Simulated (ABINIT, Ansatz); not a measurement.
**Rb3SBr (Pm-3m): zone-centre phonons**

Wanted: the vibrations of Rb3SBr (Pm-3m) at Γ, by two programs.

Calculated with ABINIT 10.8.3; DFT PBEsol, scalar-relativistic, plane waves, PseudoDojo norm-conserving pseudopotentials.

The structure was built from a prototype and need not be the compound's stable phase.

### 1. Starting point

It takes space group Pm-3m (No. 221, cubic). The conventional cell has a = 6.208 Å, b = 6.208 Å, c = 6.208 Å, α = 90.00°, β = 90.00°, γ = 90.00°. Nearest to Br lie 12 Rb at 4.39 Å. S has 6 Rb at 3.10 Å nearest. Rb has 2 S at 3.10 Å and 8 Rb at 4.39 Å and 4 Br at 4.39 Å nearest. Farther neighbours and most contacts between anions are not listed.

### 2. Relaxation

The harmonic expansion needs vanishing forces, and a free crystal bears no stress, so cell and atoms are brought to rest. Stress is more sensitive to the basis than forces are: the last 3 Ha under the cutoff are smoothed with ecutsm, and the cutoff is raised above that of the later runs.

The starting cell comes from a relaxation made beforehand in Ansatz (PBEsol, PseudoDojo NC).

relax.abi

```
# relaxation
ionmov 2
optcell 2
dilatmx 1.08
ntime 40
tolmxf 1.0d-05
tolvrs 1.0d-14
prtwf 0
prtden 0
chksymtnons 0

# basis, mesh and filling
ecut 26.0
ecutsm 3.0
ngkpt 4 4 4
nshiftk 1
shiftk 0.0 0.0 0.0
istwfk *1
occopt 1
nband 20
nstep 100
diemac 9.0
prtebands 0
prtgsr 0
useylm 1

# cell and atoms
acell 3*1.0 Angstrom
rprim 
    6.207703671 0.0 0.0
    0.0 6.207703671 0.0
    0.0 0.0 6.207703671
ntypat 3
znucl 35 16 37
natom 5
typat 1 2 3 3 3
xred 
    0.0 0.0 0.0
    0.5 0.5 0.5
    0.5 0.5 0.0
    0.5 0.0 0.5
    0.0 0.5 0.5
pp_dirpath "./pseudo"
pseudos "Br.upf, S.upf, Rb.upf"
```

Started as:

```bash
> OMP_NUM_THREADS=1 mpirun -n 4 abinit relax.abi > relax.log
```

Numbers of over 12 decimals in the logs are rounded to 6 here.

relax.abo, the main output file:

```text
[banners, grids, parts of the stress and lines that vanish by symmetry left out]
- input  file    -> relax.abi
- output file    -> relax.abo
- root for input  files -> relaxi
[...]
Symmetries : space group Pm -3 m (#221); Bravais cP (primitive cubic)
[...]
mpw =       12965          nfft =      216000          nkpt =          10
[...]
== DATASET  1 ==================================================================
[...]
cutoff_energies: {ecut:  26.0, pawecutdg:  -1.0, }
[...]
ETOT  1  -107.92493261111    -1.079E+02 8.898E-02 1.092E+03
 ETOT  2  -108.06318938701    -1.383E-01 9.700E-04 6.635E+01
 ETOT  3  -108.07508872230    -1.190E-02 2.464E-04 2.577E+01
 ETOT  4  -108.07699066174    -1.902E-03 7.132E-05 5.662E-01
 ETOT  5  -108.07702228454    -3.162E-05 1.330E-06 2.813E-01
[...]
At SCF step   16       vres2   =  8.85E-16 < tolvrs=  1.00E-14 =>converged.
[...]
sigma(1 1)=  3.83677299E-07  sigma(3 2)=  0.00000000E+00
  sigma(2 2)=  3.83677299E-07  sigma(3 1)=  0.00000000E+00
  sigma(3 3)=  3.83677299E-07  sigma(2 1)=  0.00000000E+00
[...]
convergence: {deltae:  1.720E-12, res2:  8.846E-16, residm:  2.362E-18, diffor: null, }
etotal    :  -1.08077033E+02
[...]
ETOT  1  -108.07703279408    -1.081E+02 8.567E-11 1.540E-04
[...]
At SCF step   10       vres2   =  3.11E-15 < tolvrs=  1.00E-14 =>converged.
[...]
sigma(1 1)=  3.70107352E-07  sigma(3 2)=  0.00000000E+00
  sigma(2 2)=  3.70107352E-07  sigma(3 1)=  0.00000000E+00
  sigma(3 3)=  3.70107352E-07  sigma(2 1)=  0.00000000E+00
[...]
convergence: {deltae: -1.251E-12, res2:  3.109E-15, residm:  5.972E-20, diffor: null, }
etotal    :  -1.08077033E+02
[...]
ETOT  1  -108.07702413624    -1.081E+02 1.469E-07 1.140E-01
[...]
ETOT 11  -108.07703308852     2.416E-12 9.899E-19 6.850E-14
 ETOT 12  -108.07703308852     3.837E-13 9.380E-20 6.662E-16
 At SCF step   12       vres2   =  6.66E-16 < tolvrs=  1.00E-14 =>converged.
[...]
sigma(1 1)= -5.26997228E-10  sigma(3 2)=  0.00000000E+00
  sigma(2 2)= -5.26997228E-10  sigma(3 1)=  0.00000000E+00
  sigma(3 3)= -5.26997229E-10  sigma(2 1)=  0.00000000E+00
[...]
convergence: {deltae:  3.837E-13, res2:  6.662E-16, residm:  9.380E-20, diffor: null, }
etotal    :  -1.08077033E+02
[...]
At Broyd/MD step   3, gradients are converged :
[...]
sigma(1 1)= -5.26997228E-10  sigma(3 2)=  0.00000000E+00
  sigma(2 2)= -5.26997228E-10  sigma(3 1)=  0.00000000E+00
  sigma(3 3)= -5.26997229E-10  sigma(2 1)=  0.00000000E+00
[...]
- sigma(1 1)= -1.55047938E-05  sigma(3 2)=  0.00000000E+00
- sigma(2 2)= -1.55047937E-05  sigma(3 1)=  0.00000000E+00
- sigma(3 3)= -1.55047938E-05  sigma(2 1)=  0.00000000E+00
[...]
fcart     -0.0000000000E+00 -0.0000000000E+00 -0.0000000000E+00
           strten     -5.2699722841E-10 -5.2699722776E-10 -5.2699722884E-10
================================================================================

[key lines of the parts left out:]
pressure_GPa:   1.5505E-05
Total energy (etotal) [Ha]= -1.08077033088521E+02
```

The job ended after 2.2 min (4 MPI ranks of Intel Xeon at 2.70GHz, shared host; 8.8 min of CPU time).

Little changed from the start: no atom moved by 0.005 Å and no cell edge by 0.1 %.

This step gave:

```yaml
volume_per_atom: 47.80 Å³
pressure: 1.55e-5 GPa
```

### 3. Ground state

First-order wavefunctions inherit every error of the ground state, hence the very tight tolvrs. The mesh is shifted off Γ, since shifted meshes converge sums over the zone faster.

gs.abi

```
# ground state
tolvrs 1.0d-16
prtden 1
prtwf 1

# basis, mesh and filling
ecut 20.0
ngkpt 4 4 4
nshiftk 1
shiftk 0.5 0.5 0.5
istwfk *1
occopt 1
nband 20
nstep 100
diemac 9.0
prtebands 0
prtgsr 0
useylm 1

# cell and atoms
acell 3*1.0 Angstrom
rprim 
    6.20568532 0.0 0.0
    0.0 6.20568532 0.0
    0.0 0.0 6.20568532
ntypat 3
znucl 35 16 37
natom 5
typat 1 2 3 3 3
xred 
    0.0 0.0 0.0
    0.5 0.5 0.5
    0.5 0.5 0.0
    0.5 0.0 0.5
    0.0 0.5 0.5
pp_dirpath "./pseudo"
pseudos "Br.upf, S.upf, Rb.upf"
```

Started as:

```bash
> OMP_NUM_THREADS=1 mpirun -n 4 abinit gs.abi > gs.log
```

gs.abo, the main output file:

```text
[banners, grids, parts of the stress and lines that vanish by symmetry left out]
- input  file    -> gs.abi
- output file    -> gs.abo
- root for input  files -> gsi
[...]
Symmetries : space group Pm -3 m (#221); Bravais cP (primitive cubic)
[...]
mpw =        6902          nfft =      110592          nkpt =           4
[...]
== DATASET  1 ==================================================================
[...]
cutoff_energies: {ecut:  20.0, pawecutdg:  -1.0, }
[...]
ETOT  1  -107.92992669213    -1.079E+02 3.185E-02 5.629E+02
 ETOT  2  -108.06179759189    -1.319E-01 1.064E-04 3.735E+01
 ETOT  3  -108.07448721919    -1.269E-02 2.590E-04 1.344E+01
 ETOT  4  -108.07636225993    -1.875E-03 6.560E-05 3.060E-01
 ETOT  5  -108.07638965477    -2.739E-05 9.563E-07 1.664E-01
[...]
ETOT 15  -108.07640226822    -3.055E-12 6.638E-19 6.608E-15
 ETOT 16  -108.07640226822     9.521E-13 3.807E-20 8.202E-17
 At SCF step   16       vres2   =  8.20E-17 < tolvrs=  1.00E-16 =>converged.
[...]
sigma(1 1)=  5.70951476E-06  sigma(3 2)=  0.00000000E+00
  sigma(2 2)=  5.70951476E-06  sigma(3 1)=  0.00000000E+00
  sigma(3 3)=  5.70951476E-06  sigma(2 1)=  0.00000000E+00
[...]
convergence: {deltae:  9.521E-13, res2:  8.202E-17, residm:  3.807E-20, diffor: null, }
etotal    :  -1.08076402E+02
[...]
sigma(1 1)=  5.70951476E-06  sigma(3 2)=  0.00000000E+00
  sigma(2 2)=  5.70951476E-06  sigma(3 1)=  0.00000000E+00
  sigma(3 3)=  5.70951476E-06  sigma(2 1)=  0.00000000E+00
[...]
- sigma(1 1)=  1.67979724E-01  sigma(3 2)=  0.00000000E+00
- sigma(2 2)=  1.67979724E-01  sigma(3 1)=  0.00000000E+00
- sigma(3 3)=  1.67979724E-01  sigma(2 1)=  0.00000000E+00
[...]
fcart     -0.0000000000E+00 -0.0000000000E+00 -0.0000000000E+00
           strten      5.7095147560E-06  5.7095147560E-06  5.7095147560E-06
================================================================================

[key lines of the parts left out:]
pressure_GPa:  -1.6798E-01
```

It took 13 s on 4 MPI ranks.

Numbers from this step:

| Quantity | Value |
| --- | --- |
| pressure | -0.1680 GPa |

The cell stands at -0.17 GPa: the relaxation ran with a smoothed and higher cutoff and on another k mesh.

### 4. Empty bands

Empty bands on the ground state's density check that the gap assumed so far is there in this cell.

gap.abi

```
# empty bands on the ground state's density
iscf -2
getden_filepath "gso_DEN"
tolwfr 1.0d-12
nbdbuf 2
prtwf 0

# basis, mesh and filling
ecut 20.0
ngkpt 4 4 4
nshiftk 1
shiftk 0.0 0.0 0.0
istwfk *1
occopt 1
nband 24
nstep 100
diemac 9.0
prtebands 0
prtgsr 0
useylm 1

# cell and atoms
acell 3*1.0 Angstrom
rprim 
    6.20568532 0.0 0.0
    0.0 6.20568532 0.0
    0.0 0.0 6.20568532
ntypat 3
znucl 35 16 37
natom 5
typat 1 2 3 3 3
xred 
    0.0 0.0 0.0
    0.5 0.5 0.5
    0.5 0.5 0.0
    0.5 0.0 0.5
    0.0 0.5 0.5
pp_dirpath "./pseudo"
pseudos "Br.upf, S.upf, Rb.upf"
```

Started as:

```bash
> OMP_NUM_THREADS=1 mpirun -n 4 abinit gap.abi > gap.log
```

gap.abo, the main output file:

```text
[banners, grids, parts of the stress and lines that vanish by symmetry left out]
- input  file    -> gap.abi
- output file    -> gap.abo
- root for input  files -> gapi
[...]
Symmetries : space group Pm -3 m (#221); Bravais cP (primitive cubic)
[...]
mpw =        6931          nfft =      110592          nkpt =          10
[...]
== DATASET  1 ==================================================================
[...]
cutoff_energies: {ecut:  20.0, pawecutdg:  -1.0, }
[...]
-outvars: echo values of variables after computation
            acell      1.8897261259E+00  1.8897261259E+00  1.8897261259E+00 Bohr
================================================================================
```

It took 18 s on 4 MPI ranks.

Numbers from this step:

```
gap on the k-mesh : 1.294 eV
```

In this cell the gap on the mesh is 1.3 eV, direct, so fixed occupations hold.

### 5. Zone-centre response

The derivative of the wavefunctions by k comes first, since the response to a field is built on it; then the field and the displacements that symmetry doesn't supply are solved at q = 0.

It reads the wavefunctions written in step 3.

dfpt_gamma.abi

```
ndtset 2

# common to the responses
getwfk_filepath "gso_WFK"
kptopt 2
nqpt 1
qpt 0.0 0.0 0.0
asr 0
chneut 0

# d/dk
rfelfd1 2
rfdir1 1 1 1
iscf1 -3
tolwfr1 1.0d-20

# displacements, field
rfphon2 1
rfatpol2 1 5
rfdir2 1 1 1
rfelfd2 3
getddk2 1
tolvrs2 1.0d-10
prtwf2 0

# basis, mesh and filling
ecut 20.0
ngkpt 4 4 4
nshiftk 1
shiftk 0.5 0.5 0.5
istwfk *1
occopt 1
nband 20
nstep 100
diemac 9.0
prtebands 0
prtgsr 0
useylm 1

# cell and atoms
acell 3*1.0 Angstrom
rprim 
    6.20568532 0.0 0.0
    0.0 6.20568532 0.0
    0.0 0.0 6.20568532
ntypat 3
znucl 35 16 37
natom 5
typat 1 2 3 3 3
xred 
    0.0 0.0 0.0
    0.5 0.5 0.5
    0.5 0.5 0.0
    0.5 0.0 0.5
    0.0 0.5 0.5
pp_dirpath "./pseudo"
pseudos "Br.upf, S.upf, Rb.upf"
```

Started as:

```bash
> OMP_NUM_THREADS=1 mpirun -n 4 abinit dfpt_gamma.abi > dfpt_gamma.log
```

dfpt_gamma.abo, the main output file:

```text
[banners, grids, parts of the stress and lines that vanish by symmetry left out]
- input  file    -> dfpt_gamma.abi
- output file    -> dfpt_gamma.abo
- root for input  files -> dfpt_gammai
[...]
DATASET    1 : space group Pm -3 m (#221); Bravais cP (primitive cubic)
[...]
nfft =      110592          nkpt =          32
[...]
DATASET    2 : space group Pm -3 m (#221); Bravais cP (primitive cubic)
[...]
nfft =      110592          nkpt =          32
[...]
== DATASET  1 ==================================================================
[...]
cutoff_energies: {ecut:  20.0, pawecutdg:  -1.0, }
[...]
- 37.00000   9.00000  180301                  znucl, zion, pspdat
[...]
Perturbation : derivative vs k along direction   1
[...]
-ETOT  1  -11.607558316002     -1.161E+01 4.530E-02 0.000E+00
 ETOT  2  -11.630459628631     -2.290E-02 3.690E-03 0.000E+00
 ETOT  3  -11.630879296485     -4.197E-04 3.699E-05 0.000E+00
 ETOT  4  -11.630895852536     -1.656E-05 7.976E-06 0.000E+00
 ETOT  5  -11.630896649373     -7.968E-07 1.036E-07 0.000E+00
[...]
At SCF step   16   max residual=  9.91E-21 < tolwfr=  1.00E-20 =>converged.
[...]
Perturbation : derivative vs k along direction   2
[...]
-ETOT  1  -11.607193892846     -1.161E+01 4.530E-02 0.000E+00
[...]
At SCF step   16   max residual=  9.91E-21 < tolwfr=  1.00E-20 =>converged.
[...]
Perturbation : derivative vs k along direction   3
[...]
-ETOT  1  -11.607558408179     -1.161E+01 4.530E-02 0.000E+00
[...]
At SCF step   16   max residual=  9.91E-21 < tolwfr=  1.00E-20 =>converged.
[...]
1        1       1.0320437801    0.0000000000
     1        2       0.0000000000    0.0000000000
     1        3       0.0000000000    0.0000000000
     2        1       0.0000000000    0.0000000000
     2        2       1.0320437801   -0.0000000000
     2        3       0.0000000000    0.0000000000
     3        1       0.0000000000    0.0000000000
     3        2       0.0000000000    0.0000000000
     3        3       1.0320437801   -0.0000000000
[...]
== DATASET  2 ==================================================================
[...]
cutoff_energies: {ecut:  20.0, pawecutdg:  -1.0, }
[...]
Perturbation : displacement of atom   1   along direction   1
[...]
-ETOT  1  0.389017     -1.212E+03 2.817E+00 4.400E+03
[...]
At SCF step   13       vres2   =  5.94E-11 < tolvrs=  1.00E-10 =>converged.
[...]
Perturbation : displacement of atom   2   along direction   1
[...]
-ETOT  1   8.348764     -9.962E+02 1.376E+00 9.915E+03
[...]
At SCF step   13       vres2   =  3.94E-12 < tolvrs=  1.00E-10 =>converged.
[...]
Perturbation : displacement of atom   3   along direction   1
[...]
-ETOT  1  0.857673     -2.583E+03 3.312E+00 5.006E+03
[...]
At SCF step   13       vres2   =  8.00E-11 < tolvrs=  1.00E-10 =>converged.
[...]
Perturbation : displacement of atom   3   along direction   3
[...]
-ETOT  1   7.630194     -2.571E+03 5.863E+00 2.745E+03
[...]
At SCF step   13       vres2   =  6.26E-12 < tolvrs=  1.00E-10 =>converged.
[...]
Perturbation : homogeneous electric field along direction   1
[...]
-ETOT  1  -48.458271875037     -4.846E+01 1.392E+00 3.437E+04
[...]
ETOT 13  -62.719748443406     -6.906E-12 9.217E-14 3.290E-10
 ETOT 14  -62.719748443406      5.045E-13 4.355E-15 6.696E-12
 At SCF step   14       vres2   =  6.70E-12 < tolvrs=  1.00E-10 =>converged.
[...]
Dielectric tensor, in cartesian coordinates,
[...]
1    7   1    7         2.7024164943        -0.0000000000
   1    7   2    7        -0.0000000000        -0.0000000000
   1    7   3    7        -0.0000000000        -0.0000000000
   2    7   1    7        -0.0000000000        -0.0000000000
   2    7   2    7         2.7024164943        -0.0000000000
   2    7   3    7        -0.0000000000        -0.0000000000
   3    7   1    7        -0.0000000000        -0.0000000000
   3    7   2    7        -0.0000000000        -0.0000000000
   3    7   3    7         2.7024164943        -0.0000000000
  Effective charges, in cartesian coordinates,
[...]
1    1   1    7        -1.3184099547         0.0000000000
   2    1   1    7         0.0000000000         0.0000000000
   3    1   1    7         0.0000000000         0.0000000000
   1    2   1    7        -2.0981810490         0.0000000000
   2    2   1    7         0.0000000000         0.0000000000
[...]
Effective charges, in cartesian coordinates,
[...]
2    7   1    5         0.0000000000         0.0000000000
   3    7   1    5         0.0000000000         0.0000000000
   1    7   2    5         0.0000000000         0.0000000000
   2    7   2    5         1.0033701629         0.0000000000
   3    7   2    5         0.0000000000         0.0000000000
   1    7   3    5         0.0000000000         0.0000000000
   2    7   3    5         0.0000000000         0.0000000000
   3    7   3    5         1.0033701629         0.0000000000
  Phonon wavevector (reduced coordinates) :  0.00000  0.00000  0.00000
 Phonon energies in Hartree :
[...]
Phonon frequencies in cm-1    :
- -4.359923E+01 -4.359923E+01 -4.359923E+01 -2.503278E+01 -2.503278E+01
- -2.503278E+01  1.518138E+00  1.518138E+00  1.518138E+00  6.252282E+01
-  6.252282E+01  6.252282E+01  1.895298E+02  1.895298E+02  1.895298E+02
  Phonon at Gamma, with non-analyticity in the
[...]
Phonon energies in Hartree :
[...]
Phonon frequencies in cm-1    :
- -4.359923E+01 -4.359923E+01 -2.503278E+01 -2.503278E+01 -2.503278E+01
-  1.404908E+00  1.518138E+00  1.518138E+00  2.893746E+01  6.252282E+01
-  6.252282E+01  6.657747E+01  1.895298E+02  1.895298E+02  2.200489E+02
  Phonon at Gamma, with non-analyticity in the
[...]
Phonon energies in Hartree :
[...]
Phonon frequencies in cm-1    :
- -4.359923E+01 -4.359923E+01 -2.503278E+01 -2.503278E+01 -2.503278E+01
-  1.404907E+00  1.518138E+00  1.518138E+00  2.893746E+01  6.252282E+01
-  6.252282E+01  6.657747E+01  1.895298E+02  1.895298E+02  2.200489E+02
  Phonon at Gamma, with non-analyticity in the
[...]
Phonon energies in Hartree :
[...]
Phonon frequencies in cm-1    :
- -4.359923E+01 -4.359923E+01 -2.503278E+01 -2.503278E+01 -2.503278E+01
-  1.404907E+00  1.518138E+00  1.518138E+00  2.893746E+01  6.252282E+01
-  6.252282E+01  6.657747E+01  1.895298E+02  1.895298E+02  2.200489E+02
[...]
fcart2     0.0000000000E+00  0.0000000000E+00  0.0000000000E+00
           strten2     0.0000000000E+00  0.0000000000E+00  0.0000000000E+00
================================================================================
```

The job ended after 6.1 min (4 MPI ranks; 24 min of CPU time).

Numbers from this step:

```
miss of the charge sum rule                                       : 0.03025 e
largest acoustic frequency at the zone centre before the sum rule : 1.52 cm⁻¹
highest optical zone-centre mode (no LO-TO term)                  : 189.5 cm⁻¹
lowest optical zone-centre mode                                   : -43.6 cm⁻¹
mean high-frequency dielectric constant                           : 2.702
largest Born charge in size (third of the trace)                  : 2.098 e
```

Born charge (rows field, columns displacement), before the sum rule (e), principal values of the symmetric part by kind of site:

| atom | atoms with these values | low | middle | high | mean |
| --- | --- | --- | --- | --- | --- |
| Br1 | 1 | -1.32 | -1.32 | -1.32 | -1.32 |
| S2 | 1 | -2.10 | -2.10 | -2.10 | -2.10 |
| Rb3 | 3 | 1.00 | 1.00 | 1.44 | 1.15 |

In full for S2:

```
-2.10  0.00  0.00
 0.00 -2.10  0.00
 0.00  0.00 -2.10
```

High-frequency dielectric tensor:

```
2.70 0.00 0.00
0.00 2.70 0.00
0.00 0.00 2.70
```

The acoustic modes at Γ come out as far as 1.5 cm⁻¹ from zero, where they should vanish, a small numerical error; the Born charges miss their sum rule by 0.030 e, which is fair. The lowest optical mode is imaginary, 44i cm⁻¹, an instability at this level and on this k mesh.

[end of part 1 of 2]

[Host names and launcher messages were left out of these logs when they were recorded.]

[Logs are printed without paths, hosts, clocks, repeated set-up lines and the standing remarks that a program may print on its own settings, such as how far it seeks lower states.]

[Hosts, paths, dates, database ids (printed as entryN), source tags and the programs' standing remarks are cut or masked in the printed files.]
